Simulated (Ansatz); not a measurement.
## SiTe (built on the sites of a database entry of SnTe): following an unstable mode

Wanted: the energy along a soft mode of SiTe (built on the sites of a database entry of SnTe) and the structure at the end.

Method: DFT LDA, scalar-relativistic, plane waves, norm-conserving pseudopotentials, in Ansatz 0.2.0.

Most raw output is cut from this account.

The structure was built from a prototype and need not be the compound's stable phase.

### Step 1. The structure

It takes space group F-43m (No. 216, cubic). Conventional cell: a = 6.378 Å, b = 6.378 Å, c = 6.378 Å, α = 90.00°, β = 90.00°, γ = 90.00°. Nearest to Si lie 4 Te at 2.76 Å. Te has 4 Si at 2.76 Å nearest. Farther neighbours and most contacts between anions are not listed.

### Step 2. Response at finite wavevector

The cell comes from relaxations at this level that are not shown. Stability and thermal properties need the whole zone. Linear response on a 2×2×2 q mesh gives force constants as far as a supercell of that size would.

Contents of input.yaml:

```yaml
crystal:
  lattice:
    - [0.0, 3.1888223209, 3.1888223209]
    - [3.1888223209, 0.0, 3.1888223209]
    - [3.1888223209, 3.1888223209, 0.0]
  atoms:
    - { symbol: Si, position: [0.0, 0.0, 0.0] }
    - { symbol: Te, position: [0.75, 0.75, 0.75] }
kpoints:
  mp_grid: { grid: [10, 10, 10] }
hamiltonian:
  xc: lda
  pseudopotentials: { kind: nc }
scf:
  occupations: { method: methfessel_paxton, width: 0.15 }
output:
  eigenvalues: true
phonons:
  method: dfpt
  qmesh: [2, 2, 2]
  temperatures: { t_max: 1000, t_step: 50 }
  qpath:
    path:
      - [[0.0, 0.0, 0.0], [-0.5, -0.5, 0.0], [-0.375, -0.375, 0.25]]
      - [[-0.375, 0.0, 0.375], [0.0, 0.0, 0.0], [0.0, 0.0, 0.5], [-0.5, -0.25, 0.25], [-0.5, -0.5, 0.0]]
    npoints: 10
```

Launch:

```bash
$ ansatz run input.yaml --threads 4 --pin off --max-ram 7168MiB --backend cpu --events-out ev --progress --plain --runs-dir out
```

The job ended after 1.8 min (4 threads of Arm Neoverse V1, shared host; peak memory 2.1 GiB; 7 min of CPU time).

Numbers from this step:

- volume per atom: 32.43 Å³
- gap on the k-mesh: 0 eV
- sum-rule residual before enforcement: 9.73e-5 eV/Å²
- lowest frequency on the path: -51.49 cm⁻¹
- point group: -43m
- highest frequency on the path or at a solved wavevector: 212.6 cm⁻¹
- highest optical mode at the zone centre (no LO-TO term): 198.9 cm⁻¹
- lowest optical zone-centre mode: 198.9 cm⁻¹
- lowest mode on the q mesh (acoustic modes at Γ apart): -42.58 cm⁻¹

Frequencies (cm⁻¹) solved at each irreducible wavevector; negative means imaginary. Frequencies by wavevector, by row:

| q in reciprocal lattice units | star | mode 1 | mode 2 | mode 3 | mode 4 | mode 5 | mode 6 |
| --- | --- | --- | --- | --- | --- | --- | --- |
| 0 0 0 | 1 | 0 | 0 | 0 | 198.9 | 198.9 | 198.9 |
| 0 0 -0.5 | 4 | -26.5 | -26.5 | 14.6 | 173.4 | 173.4 | 212.6 |
| 0 -0.5 -0.5 | 3 | -42.6 | -42.6 | 67 | 124 | 124 | 148.6 |

Interpolated from a 2×2×2 q mesh. Phonon branches along the path, in cm⁻¹:

| point | branch 1 | branch 2 | branch 3 | branch 4 | branch 5 | branch 6 |
| --- | --- | --- | --- | --- | --- | --- |
| Γ | 0 | 0 | 0 | 199 | 199 | 199 |
| halfway | -23 | -23 | 56 | 176 | 176 | 184 |
| X | -43 | -43 | 67 | 124 | 124 | 149 |
| halfway | -44 | -42 | 61 | 127 | 134 | 152 |
| U | -44 | -39 | 50 | 136 | 153 | 160 |
| jump to K | -44 | -39 | 50 | 136 | 153 | 160 |
| halfway | -30 | -17 | 49 | 178 | 183 | 194 |
| Γ | 0 | 0 | 0 | 199 | 199 | 199 |
| halfway | -20 | -20 | 47 | 187 | 187 | 201 |
| L | -26 | -26 | 15 | 173 | 173 | 213 |
| halfway | -42 | -30 | 36 | 156 | 163 | 188 |
| W | -52 | -29 | 48 | 144 | 147 | 155 |
| halfway | -48 | -37 | 57 | 135 | 135 | 153 |
| X | -43 | -43 | 67 | 124 | 124 | 149 |

Symmetry leaves 3 wavevectors to solve. The lowest mode among them, the acoustic zeros apart, lies at q = (0, -0.5, -0.5) and is imaginary, 42.6i cm⁻¹, so the energy falls along it. Between them the interpolated path dips to 51i cm⁻¹.

### Step 3. The mode frozen in, largest atomic shift 0 Å

The mode followed lies at q = (0, -0.5, -0.5) with frequency 42.6i cm⁻¹ and is 2-fold degenerate, the softest among the wavevectors solved. At small amplitude the distorted cell has space group no. 20 by a symmetry search on the positions. The undistorted cell that holds it gives the zero of energy on the same k mesh.

System of this step: SiTe (built on the sites of a database entry of SnTe). The structure is cubic, space group F-43m (No. 216). Conventional cell: a = 6.378 Å, b = 6.378 Å, c = 6.378 Å, α = 90.00°, β = 90.00°, γ = 90.00°. Si has 4 Te at 2.76 Å nearest. Te has 4 Si at 2.76 Å nearest. Farther neighbours and most contacts between anions are not listed.

input.yaml, the sections that differ from step 2:

```yaml
crystal:
  lattice:
    - [0.0, -3.1888223209, -3.1888223209]
    - [0.0, 3.1888223209, -3.1888223209]
    - [6.3776446417, 0.0, 0.0]
  atoms:
    - { symbol: Si, position: [0.5, 0.5, 0.5] }
    - { symbol: Si, position: [0.0, 0.0, 0.0] }
    - { symbol: Te, position: [0.0, 0.5, 0.25] }
    - { symbol: Te, position: [0.5, 0.0, 0.75] }
kpoints:
  mp_grid: { grid: [8, 8, 6] }
output:
  forces: true
  stress: true
  eigenvalues: true
# hamiltonian, scf: as in step 2
# phonons: removed
```

Elapsed: 17 s, on 4 threads; peak memory 0.86 GiB.

This step gave:

| Item | Value |
| --- | --- |
| pressure | 0.2264 GPa |
| energy from the undistorted cell | 0 meV/atom |

The run ends at a pressure of 0.23 GPa.

### Step 4. The mode frozen in, largest atomic shift 0.45 Å

The atoms are moved along the unstable eigenvector, the largest shift by 0.45 Å, with the cell fixed.

input.yaml, the sections that differ from step 3:

```yaml
crystal:
  lattice:
    - [0.0, -3.1888223209, -3.1888223209]
    - [0.0, 3.1888223209, -3.1888223209]
    - [6.3776446417, 0.0, 0.0]
  atoms:
    - { symbol: Si, position: [0.4586184115, 0.4586184115, 0.5] }
    - { symbol: Si, position: [0.0413815885, 0.0413815885, 0.0] }
    - { symbol: Te, position: [-0.0705589642, 0.5705589642, 0.25] }
    - { symbol: Te, position: [0.5705589642, -0.0705589642, 0.75] }
# kpoints, hamiltonian, scf, output: as in step 3
```

Wall time 23 s (4 threads); peak memory 1 GiB.

Numbers from this step:

- pressure: -1.162 GPa
- energy from the undistorted cell: -25.57 meV/atom

The energy, extrapolated to zero smearing, is -25.57 meV/atom against the undistorted cell.

The run ends at a pressure of -1.16 GPa, with forces up to 0.013 eV/Å.

### Step 5. Energy along the mode, all amplitudes (two of the runs are shown above)

An imaginary frequency means negative curvature, so the energy should fall and then rise again as anharmonic terms take over.

This step gave:

```yaml
depth_at_the_lowest_point_sampled: 25.57 meV/atom
largest_atomic_shift_at_that_point: 0.45 Å
```

The energy from the parent by largest atomic shift:

| largest atomic shift (Å) | energy from the parent (meV/atom) |
| --- | --- |
| 0.000 | 0 |
| 0.040 | -0.495 |
| 0.080 | -1.89 |
| 0.140 | -5.33 |
| 0.220 | -11.6 |
| 0.320 | -19.9 |
| 0.450 | -25.6 |
| 0.600 | -16.5 |

Displacement at unit largest shift by atom:

| atom | x (Å) | y (Å) | z (Å) | size |
| --- | --- | --- | --- | --- |
| Si1 | 0.00 | 0.00 | 0.59 | 0.59 |
| Si2 | 0.00 | 0.00 | -0.59 | 0.59 |
| Te3 | 0.00 | 1.00 | 0.00 | 1.00 |
| Te4 | 0.00 | -1.00 | 0.00 | 1.00 |

The lowest of the steps tried is at 0.45 Å, 25.6 meV/atom below the parent; the bottom of the well need not coincide with a step.

### Step 6. Relaxation from the frozen mode

Starting from the lowest point found, all atoms and the cell are let go, so that strain and other modes of the same symmetry can join in.

Changes to input.yaml since step 4:

```diff
@@ -21 +21,6 @@
   eigenvalues: true
+relax:
+  adjacent_minimum: "off"
+  f_tol: 0.002
+  max_steps: 120
+  cell: { stress_tol: 0.03 }
```

Wall time 6.9 min (4 threads); peak memory 1.2 GiB; 27 min of CPU time.

Relaxation path:

| step | energy less that of the first step (eV) | largest force component (eV/Å) | pressure (GPa) | volume (Å³) |
| --- | --- | --- | --- | --- |
| 1 | 0.0000 | 0.0130 | -1.16 | 129.70 |
| 2 | -0.0967 | 0.1199 | -0.14 | 122.98 |
| 3 | -0.2503 | 0.2127 | -0.56 | 119.27 |
| 4 | -0.4135 | 0.2993 | -0.68 | 115.18 |
| 5 | -0.6110 | 0.3927 | -0.71 | 110.64 |
| 6 | -0.8303 | 0.4604 | -0.58 | 105.93 |
| 7 | -1.0506 | 0.3179 | 0.20 | 100.42 |
| 8 | -1.1769 | 0.5807 | 1.31 | 95.75 |
| 9 | -1.3106 | 0.2382 | 0.18 | 95.86 |
| 10 | -1.3512 | 0.1352 | 1.46 | 92.79 |
| 11 | -1.3723 | 0.0073 | -0.08 | 93.78 |
| 12 | -1.3815 | 0.0019 | 0.02 | 94.43 |
| 13 | -1.3817 | 0.0005 | 0.02 | 94.35 |
| 14 | -1.3817 | 0.0001 | 0.00 | 94.40 |
| 15* | -1.3821 | 0.0000 | 0.04 | 94.40 |
| 16 | -1.3821 | 0.0000 | 0.01 | 94.42 |
| 17* | -1.3821 | 0.0000 | 0.01 | 94.42 |

Relaxation steps marked * repeat the geometry before them on a plane-wave basis chosen anew for their cell, so energy and pressure can jump there.

The run keeps the 4 symmetry operations that it works with, so distortions that break them were not tested.

| cell as run | before | after | change |
| --- | --- | --- | --- |
| a (Å) | 4.510 | 3.915 | -13.2 % |
| b (Å) | 4.510 | 3.915 | -13.2 % |
| c (Å) | 6.378 | 7.112 | +11.5 % |
| γ (°) | 90.00 | 120.00 | +33.3 % |
| volume (Å³/atom) | 32.43 | 23.61 | -27.2 % |

The atoms that moved most (Å, as changes of fractional coordinates times the final cell):

| atom | dx | dy | dz | length |
| --- | --- | --- | --- | --- |
| Si2 | 0.000 | 0.000 | -0.817 | 0.817 |
| Si1 | 0.000 | 0.000 | 0.817 | 0.817 |
| Te3 | 0.000 | 0.087 | 0.000 | 0.087 |
| Te4 | 0.000 | -0.087 | 0.000 | 0.087 |

Numbers from this step:

| Quantity | Value |
| --- | --- |
| pressure | 0.006882 GPa |
| volume per atom | 23.61 Å³ |

The distorted start has space group C222_1; the relaxation ends in P6_3/mmc.

### Step 7. The new phase in its own primitive cell

The relaxed structure is symmetrised, reduced to its primitive cell and relaxed tightly, as its phonons need.

input.yaml, the sections that differ from step 6:

```yaml
crystal:
  lattice:
    - [3.9153921564, 0.0, 0.0]
    - [-1.9576960782, 3.3908290732, 0.0]
    - [0.0, 0.0, 7.1119649716]
  atoms:
    - { symbol: Si, position: [0.0, 0.0, 0.5] }
    - { symbol: Si, position: [0.0, 0.0, 0.0] }
    - { symbol: Te, position: [0.6666666667, 0.3333333333, 0.25] }
    - { symbol: Te, position: [0.3333333333, 0.6666666667, 0.75] }
kpoints:
  mp_grid: { grid: [12, 12, 6] }
relax:
  adjacent_minimum: "off"
  f_tol: 0.001
  max_steps: 60
  cell: { stress_tol: 0.01 }
# hamiltonian, scf, output: as in step 6
```

Wall time 38 s (4 threads); peak memory 0.9 GiB.

Relaxation path:

| step | energy less that of the first step (eV) | largest force component (eV/Å) | pressure (GPa) | volume (Å³) |
| --- | --- | --- | --- | --- |
| 1 | 0.0000 | 0.0000 | -0.18 | 94.42 |
| 2 | -0.0005 | 0.0000 | 0.11 | 93.87 |
| 3 | -0.0005 | 0.0000 | 0.00 | 94.02 |
| 4* | -0.0005 | 0.0000 | 0.00 | 94.02 |

Relaxation steps marked * repeat the geometry before them on a plane-wave basis chosen anew for their cell, so energy and pressure can jump there.

The run keeps the 24 symmetry operations that it works with, so distortions that break them were not tested.

| conventional cell, symmetrised | before | after | change |
| --- | --- | --- | --- |
| a (Å) | 3.915 | 3.901 | -0.4 % |
| b (Å) | 3.915 | 3.901 | -0.4 % |
| c (Å) | 7.112 | 7.133 | +0.3 % |
| volume (Å³/atom) | 23.61 | 23.50 | -0.4 % |

The relaxed structure:

```xyz
4
Lattice="3.9013 0.0000 0.0000 -1.9507 3.3786 0.0000 0.0000 0.0000 7.1329" Properties=species:S:1:pos:R:3 pbc="T T T"
Si    0.0000    0.0000    3.5665
Si    0.0000    0.0000    0.0000
Te    1.9507    1.1262    1.7832
Te    0.0000    2.2524    5.3497
```

This step gave:

| Item | Value |
| --- | --- |
| pressure | -0.003368 GPa |
| volume per atom | 23.50 Å³ |

The forces vanish by symmetry and the pressure is -0.003 GPa, within the tolerances set. The cell now holds 23.50 Å³/atom.

### Step 8. Modes of the new phase, k-mesh 12×12×6

A relaxed structure may still be a saddle point, so its zone-centre modes are computed. No field response is asked, since the mesh shows no gap.

input.yaml, the sections that differ from step 7:

```yaml
crystal:
  lattice:
    - [3.901302993, 0.0, 0.0]
    - [-1.9506514965, 3.3786274998, 0.0]
    - [0.0, 0.0, 7.1329257488]
  atoms:
    - { symbol: Si, position: [0.0, 0.0, 0.5] }
    - { symbol: Si, position: [0.0, 0.0, 0.0] }
    - { symbol: Te, position: [0.6666666667, 0.3333333333, 0.25] }
    - { symbol: Te, position: [0.3333333333, 0.6666666667, 0.75] }
output:
  eigenvalues: true
phonons:
  method: dfpt
# kpoints, hamiltonian, scf: as in step 7
# relax: removed
```

The job ended after 9.1 min (4 threads; peak memory 6 GiB; 36 min of CPU time).

This step gave:

* sum-rule residual before enforcement: 4.14e-4 eV/Å²
* point group: 6/mmm
* highest optical mode at the zone centre (no LO-TO term): 303.6 cm⁻¹
* lowest optical zone-centre mode: -76.19 cm⁻¹

Patterns of degenerate modes are one choice out of their space. The modes at Γ (shares of kinetic energy by element, %) (negative means imaginary):

| mode | frequency (cm⁻¹) | symmetry | Si % | Te % |
| --- | --- | --- | --- | --- |
| 1 | -76.2 | A2u | 82 | 18 |
| 2 | 0.0 | acoustic | 18 | 82 |
| 3 | 0.0 | acoustic | 18 | 82 |
| 4 | 0.0 | acoustic | 18 | 82 |
| 5 | 97.8 | E2g | 0 | 100 |
| 6 | 97.8 | E2g | 0 | 100 |
| 7 | 108.0 | B1g | 0 | 100 |
| 8 | 127.0 | E2u | 100 | 0 |
| 9 | 127.0 | E2u | 100 | 0 |
| 10 | 150.2 | E1u | 82 | 18 |
| 11 | 150.2 | E1u | 82 | 18 |
| 12 | 303.6 | B2u | 100 | 0 |

Displacements in mode 1 (-76.2 cm⁻¹), the largest set to 1:
```
Si1  0.00  0.00  1.00
Si2  0.00  0.00  1.00
Te3  0.00  0.00 -0.22
Te4  0.00  0.00 -0.22
```

Displacements in mode 9 (127.0 cm⁻¹), the largest set to 1:
```
Si1  1.00  0.00  0.00
Si2 -1.00  0.00  0.00
Te3  0.00  0.00  0.00
Te4  0.00  0.00  0.00
```

Before it was imposed, the acoustic sum rule was missed by 4.1e-4 eV/Å². Small misses are needed for a sound result but don't prove that mesh and cutoff are converged. The lowest optical mode is imaginary, 76.2i cm⁻¹, so the energy falls along it.

### Step 9. Outcome

| Item | Value |
| --- | --- |
| unstable mode of the parent | q = (0, -0.5, -0.5), 43i cm⁻¹ |
| depth at the lowest point sampled | 25.6 meV/atom |
| largest atomic shift at that point | 0.45 Å |
| space group reached (within 0.01 Å) | P6_3/mmc |
| energy gained over the parent (first relaxation, on the mesh of the frozen mode) | 371 meV/atom |
| volume per atom, phase reached | 23.5 Å³ |
| lowest optical zone-centre mode, phase reached | -76.2 cm⁻¹ |
| highest optical mode at the zone centre (no LO-TO term), phase reached | 304 cm⁻¹ |

**Reading.** Along this mode the structure falls into P6_3/mmc, 371 meV/atom below the parent. At the parent's cell the well is 25.57 meV/atom deep on the steps tried, with its lowest point at a shift of 0.45 Å. Relaxing atoms and cell changes the gain by +345.89 meV/atom against the lowest step (energies at zero smearing). Most of the total comes from this relaxation. The new phase still has an imaginary mode at the zone centre of its cell, so it is a saddle point on the way to a lower structure. Of the 2 patterns followed to their end from this parent, this one reaches the lowest energy. Each path keeps the symmetry of its pattern, so a lower phase may lie along a pattern not tried. With no gap, or one that is small against the smearing, the frequencies hang on the k mesh and the smearing, most of all near Kohn anomalies. Spin-orbit coupling is left out, which can matter for the heavy elements here. A phonon run warned that its eigensolver left some bands unconverged in a pass. The starting cell was built on a prototype and not taken from a measurement, so the phase need not exist.

[Logs are printed without paths, hosts, clocks, repeated set-up lines and the standing remarks that a program may print on its own settings, such as how far it seeks lower states.]

[Hosts, paths, dates, database ids (printed as entryN), source tags and the programs' standing remarks are cut or masked in the printed files.]
